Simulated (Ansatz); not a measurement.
# O on Rh(111): change of the work function, part 3 of 3

Wanted: Δφ(θ) for O/Rh(111), starting from the fcc site.

Ansatz 0.2.0; plane-wave DFT, PBE, Ansatz PAW.

So far, work function, upper face (eV): step 2 (the clean slab) 5.17; step 3 (17 atoms, coverage 0.25 ML, cell 2x2) 5.69.

## 4. Adsorbate added, k-mesh 12×12×1, coverage 1 ML

System of this step: Rh4O (O/Rh(111)). The cell holds 5 atoms: 4 Rh and 1 O. Cell: a = 2.687 Å, b = 2.687 Å, c = 26.051 Å, α = 90.0°, β = 90.0°, γ = 60.0°. Vacuum lies along c.

Another coverage, to see how the dipoles act on each other as their distance changes.

input.yaml reads:

```yaml
crystal:
  lattice:
    - [2.6870057685, 0.0, 0.0]
    - [1.3435028843, 2.3270152556, 0.0]
    - [0.0, 0.0, 26.0513797458]
  atoms:
    - { symbol: Rh, position: [0.0, 0.0, 0.3454711454] }
    - { symbol: Rh, position: [0.3333333333, 0.3333333333, 0.4296866857] }
    - { symbol: Rh, position: [0.6666666667, 0.6666666667, 0.5137573572] }
    - { symbol: Rh, position: [0.0, 0.0, 0.5978113474] }
    - { symbol: O, position: [0.3333333333, 0.3333333333, 0.6545288546] }
kpoints:
  mp_grid: { grid: [12, 12, 1] }
hamiltonian:
  xc: pbe
scf:
  occupations: { method: fermi_dirac, width: 0.1 }
  convergence: { dr2_threshold: 1.0e-08 }
efield:
  axis: 3
  dipole_correction: true
  ramp_position: 0.97
  ramp_width: 0.06
relax:
  f_tol: 0.02
  max_steps: 60
  constraints: [{ sites: [0, 1] }]
output:
  write_potential: true
  write_density: true
  volumetric_format: npy
```

Started as:

```
> ansatz run input.yaml --threads 4 --pin off --max-ram 6144MiB --backend cpu --events-out ev --progress --plain --runs-dir out
```

Numbers of over 12 decimals in the logs are rounded to 6 here.

The log of the run:

```text
[...]
Crystal: 5 atoms, lattice volume = 162.892 Å³
Basis set: ecut = 420 eV, 3225 PW (Γ), exchange–correlation on 36×36×360 points (8 copies of the dense FFT grid, shifted against one another)
Bands: 45, of which v1, the nominal top of the filled ones, is band 37 counted from 1 (36 counted from 0)
Symmetry: 6 space group operations
[...]
k-points: 19 of 144 (time reversal used)
[...]
SCF iter   1: F=—  HF=-26175.600461 eV  |F-HF|=—  |Δ(HF+E_count)|=         —  Δρ=9.46e-3  dr2=5.92e-1  ethr=1.77e-3  p=-0.091 e·Å  D=-1.01e-1 V/Å  ΔV_dip=2.63 eV  dr2_dipole=1.03e-1  V_vac-E_F(+/−)=7.73/5.10 eV  ⟨swp⟩=9.5  Hψ=4179  notcnv=0  defer=3
[...]
SCF iter   9: F=-26175.590798 eV  HF=-26175.590798 eV  |F-HF|=7.75e-8  |Δ(HF+E_count)|=   1.01e-7  Δρ=1.48e-6  dr2=8.24e-9  ethr=1.35e-11  p=-0.083 e·Å  D=-9.18e-2 V/Å  ΔV_dip=2.39 eV  dr2_dipole=1.24e-9  V_vac-E_F(+/−)=7.55/5.16 eV  ⟨swp⟩=11.2  Hψ=6990  notcnv=0
SCF 1 converged in 9 iterations: F = -26175.590798 eV  dr2 = 8.24e-9
[...]
relax step   1: F+E_penalty+E_count = -26175.59079790 eV  Δ(F+E_penalty+E_count) = +0.000e0 eV  max|allowed force component| = 3.339e0 eV/Å  Δτ_max = 0.0000 Å  (9 SCF iters, accepted)
[...]
SCF iter  10: F=-26176.013704 eV  HF=-26176.013704 eV  |F-HF|=1.51e-8  |Δ(HF+E_count)|=   4.37e-8  Δρ=1.55e-6  dr2=7.07e-9  ethr=1.35e-11  p=-0.060 e·Å  D=-6.70e-2 V/Å  ΔV_dip=1.75 eV  dr2_dipole=2.05e-11  V_vac-E_F(+/−)=6.92/5.18 eV  ⟨swp⟩=11.2  Hψ=6959  notcnv=0
SCF 2 converged in 10 iterations: F = -26176.013704 eV  dr2 = 7.07e-9
[...]
relax step   2: F+E_penalty+E_count = -26176.01370396 eV  Δ(F+E_penalty+E_count) = -4.229e-1 eV  max|allowed force component| = 1.822e0 eV/Å  Δτ_max = 0.1224 Å  (10 SCF iters, accepted)
[...]
SCF iter  10: F=-26176.105971 eV  HF=-26176.105971 eV  |F-HF|=5.48e-9  |Δ(HF+E_count)|=   6.16e-9  Δρ=1.48e-6  dr2=3.53e-9  ethr=1.35e-11  p=-0.037 e·Å  D=-4.09e-2 V/Å  ΔV_dip=1.07 eV  dr2_dipole=8.65e-11  V_vac-E_F(+/−)=6.23/5.17 eV  ⟨swp⟩=10.9  Hψ=6676  notcnv=0
SCF 3 converged in 10 iterations: F = -26176.105971 eV  dr2 = 3.53e-9
relax step   3: F+E_penalty+E_count = -26176.10597098 eV  Δ(F+E_penalty+E_count) = -9.227e-2 eV  max|allowed force component| = 1.241e0 eV/Å  Δτ_max = 0.1934 Å  (10 SCF iters, accepted)
[...]
relax step   4: F+E_penalty+E_count = -26176.12440799 eV  Δ(F+E_penalty+E_count) = -1.844e-2 eV  max|allowed force component| = 3.711e-1 eV/Å  Δτ_max = 0.1800 Å  (10 SCF iters, accepted)
[...]
relax step   5: F+E_penalty+E_count = -26176.14139921 eV  Δ(F+E_penalty+E_count) = -1.699e-2 eV  max|allowed force component| = 2.772e-1 eV/Å  Δτ_max = 0.1137 Å  (10 SCF iters, accepted)
SCF iter   1: F=—  HF=-26176.144943 eV  |F-HF|=—  |Δ(HF+E_count)|=         —  Δρ=6.71e-3  dr2=2.02e-2  ethr=3.06e-4  p=-0.045 e·Å  D=-4.94e-2 V/Å  ΔV_dip=1.29 eV  dr2_dipole=4.72e-3  V_vac-E_F(+/−)=6.45/5.17 eV  ⟨swp⟩=3.4  Hψ=1780  notcnv=0  defer=5
[...]
SCF iter   9: F=-26176.144665 eV  HF=-26176.144665 eV  |F-HF|=5.58e-9  |Δ(HF+E_count)|=   4.17e-8  Δρ=7.34e-7  dr2=2.01e-9  ethr=1.35e-11  p=-0.043 e·Å  D=-4.78e-2 V/Å  ΔV_dip=1.25 eV  dr2_dipole=2.99e-10  V_vac-E_F(+/−)=6.41/5.17 eV  ⟨swp⟩=8.6  Hψ=6606  notcnv=0
SCF 6 converged in 9 iterations: F = -26176.144665 eV  dr2 = 2.01e-9
relax step   6: F+E_penalty+E_count = -26176.14466549 eV  Δ(F+E_penalty+E_count) = -3.266e-3 eV  max|allowed force component| = 2.066e-3 eV/Å  Δτ_max = 0.0336 Å  (9 SCF iters, accepted)
[...]
SCF converged after 9 iterations
Free energy (F): -26176.144665 eV
[...]
Internal energy: -26175.935315 eV  (E = F + TS)
E sigma→0 (E₀):  -26176.039990 eV
Entropy (-TS):   -0.209351 eV (-41.870 meV/atom)
Fermi energy:    4.339234 eV
Dipole field:    D = -0.047875 V/Å  (p = -0.043097 e·Å, saw-weighted, corrected)
Work function:   Φ+ = 6.4142 eV   Φ− = 5.1671 eV
[...]
--- Forces (eV/Å), atoms counted from 1 ---
  atom   1  Rh    -0.00000000     0.00000000     0.03201287
  atom   2  Rh     0.00000000    -0.00000000    -0.03736193
  atom   3  Rh    -0.00000000     0.00000000     0.00181210
  atom   4  Rh     0.00000000     0.00000000     0.00147954
  atom   5  O     -0.00000000     0.00000000     0.00206645
  max |Σ_I F_I| component: 9.03e-6 eV/Å
--- Band table (eV; the first three rows and the last of 19) ---
  k-point 0: bands = [... 33 lower, 2.3231, 2.7635, 3.3815, 3.3815, 3.8547, 3.8547, 4.6256, 4.6256, ... 4 higher]
  k-point 1: bands = [... 33 lower, 2.2276, 2.6401, 3.3111, 3.3134, 3.6949, 3.8800, 4.3450, 4.6432, ... 4 higher]
  k-point 2: bands = [... 33 lower, 2.4403, 2.6597, 2.8692, 3.2576, 3.4832, 3.8975, 4.6780, 4.8284, ... 4 higher]
  k-point 18: bands = [... 33 lower, 3.1914, 3.6600, 3.7189, 4.3785, 4.5824, 5.0545, 6.1589, 11.1997, ... 4 higher]
--- Relaxed structure (6 steps of the walk, 6 accepted, 0 SCFs on fresh bases) ---
  F+E_penalty+E_count = -26176.14466549 eV   max|allowed force component| = 2.066e-3 eV/Å
  atoms:
[...]
- { symbol: Rh, position: [0.333333, 0.333333, 0.4296866857] }
    - { symbol: Rh, position: [0.666667, 0.666667, 0.513966] }
[...]
- { symbol: O, position: [0.333333, 0.333333, 0.648832] }
```

Run time: 15 s. Hardware: 4 threads of Intel Xeon Platinum 8488C (Sapphire Rapids), shared host; peak memory 0.57 GiB; 56 s of CPU time.

Relaxation path:

```tsv
step	energy less that of the first step (eV)	largest force component (eV/Å)
1	0.0000	3.3390
2	-0.4229	1.8219
3	-0.5152	1.2415
4	-0.5336	0.3711
5	-0.5506	0.2772
6	-0.5539	0.0021
```

Forces are held to the 6 operations that the run works with; a distortion that breaks them can't arise in this run.

The atoms that moved most (Å):

```tsv
atom	dx	dy	dz	length
Rh4	0.000	0.000	0.150	0.150
O5	0.000	0.000	-0.148	0.148
Rh3	0.000	0.000	0.005	0.005
```

The relaxed structure:

```
Rh O
1.0
     2.68701    0.00000    0.00000
     1.34350    2.32702    0.00000
     0.00000    0.00000   26.05138
Rh O
4 1
Cartesian
  0.0000 0.0000 9.0000
  1.3435 0.7757 11.1939
  2.6870 1.5513 13.3895
  0.0000 0.0000 15.7236
  1.3435 0.7757 16.9030
```

Numbers from this step:

```yaml
energy_at_zero_smearing: -26176.0400 eV
work_function_upper_face: 6.414 eV
work_function_lower_face: 5.167 eV
dipole_along_the_normal: -0.04310 e·Å
step_between_the_vacuum_levels: 1.247 eV
```

Running mean over 2.194 Å of the planar mean; the ramp of the sawtooth is left out. The electron's electrostatic potential energy less the Fermi level by z:

```tsv
z (Å)	electron's electrostatic potential energy less the Fermi level (eV)
4	5.17
5	5.16
6	5.10
7	4.16
8	-5.56
9	-12.7
10	-13.0
11	-13.2
12	-13.2
13	-13.1
14	-12.2
15	-12.4
16	-16.3
17	-6.42
18	3.27
19	6.33
20	6.41
21	6.41
22	6.41
23	6.41
```

The relaxation took 6 steps and lowered the energy by 0.55 eV; the largest force on the free atoms ends at 0.0021 eV/Å.

The covered face has 6.41 eV, +1.25 eV against the clean one; the bare back face has moved by -0.00 eV, a measure of how thin the slab is.

## 5. Work function against coverage

This step: plane-wave DFT, PBE, Ansatz PAW; work function against coverage (Ansatz 0.2.0).

The runs are now put side by side.

Numbers from this step:

```yaml
work_function_of_the_clean_face: 5.167 eV
largest_change_of_the_work_function: 1.247 eV
```

Work function of the covered face against coverage:

```tsv
coverage (adsorbates/nm²)	work function of the covered face (eV)
0.00	5.17
4.00	5.69
15.99	6.41
```

The dipole per adsorbate comes from the change of the cell's dipole. Coverage, by row:

```tsv
coverage (1/nm²)	coverage (ML)	work function (eV)	change (eV)	dipole per adsorbate, positive end outwards (debye)	mean height of the added atoms over the highest substrate atom (Å)
3.998	0.25	5.686	0.5185	-0.345	1.216
15.99	1	6.414	1.247	-0.207	1.179
```

## 6. Outcome

```yaml
work_function_of_the_clean_face: 5.17 eV
work_function_at_0p25_ml: 5.69 eV
work_function_at_1_ml: 6.41 eV
dipole_per_adsorbate_at_0p25_ml_positive_end_outwards: -0.34 D
```

In words: O raises the work function of Rh(111) at the lowest coverage, by 0.52 eV: the adsorbate layer has its negative end outwards. The slab has 4 layers, at the tabulated experimental lattice constant, one starting site was run, and quantum-size effects of a slab this thin can reach one or two tenths of an eV.

[Logs are printed without paths, hosts, clocks, repeated set-up lines and the standing remarks that a program may print on its own settings, such as how far it seeks lower states.]

[Hosts, paths, dates, database ids (printed as entryN), source tags and the programs' standing remarks are cut or masked in the printed files.]

[Maps of the electrostatic potential energy from Ansatz leave out the sawtooth potential of an applied field or a dipole correction, so their vacuum need not be flat; planar profiles and work functions include it.]
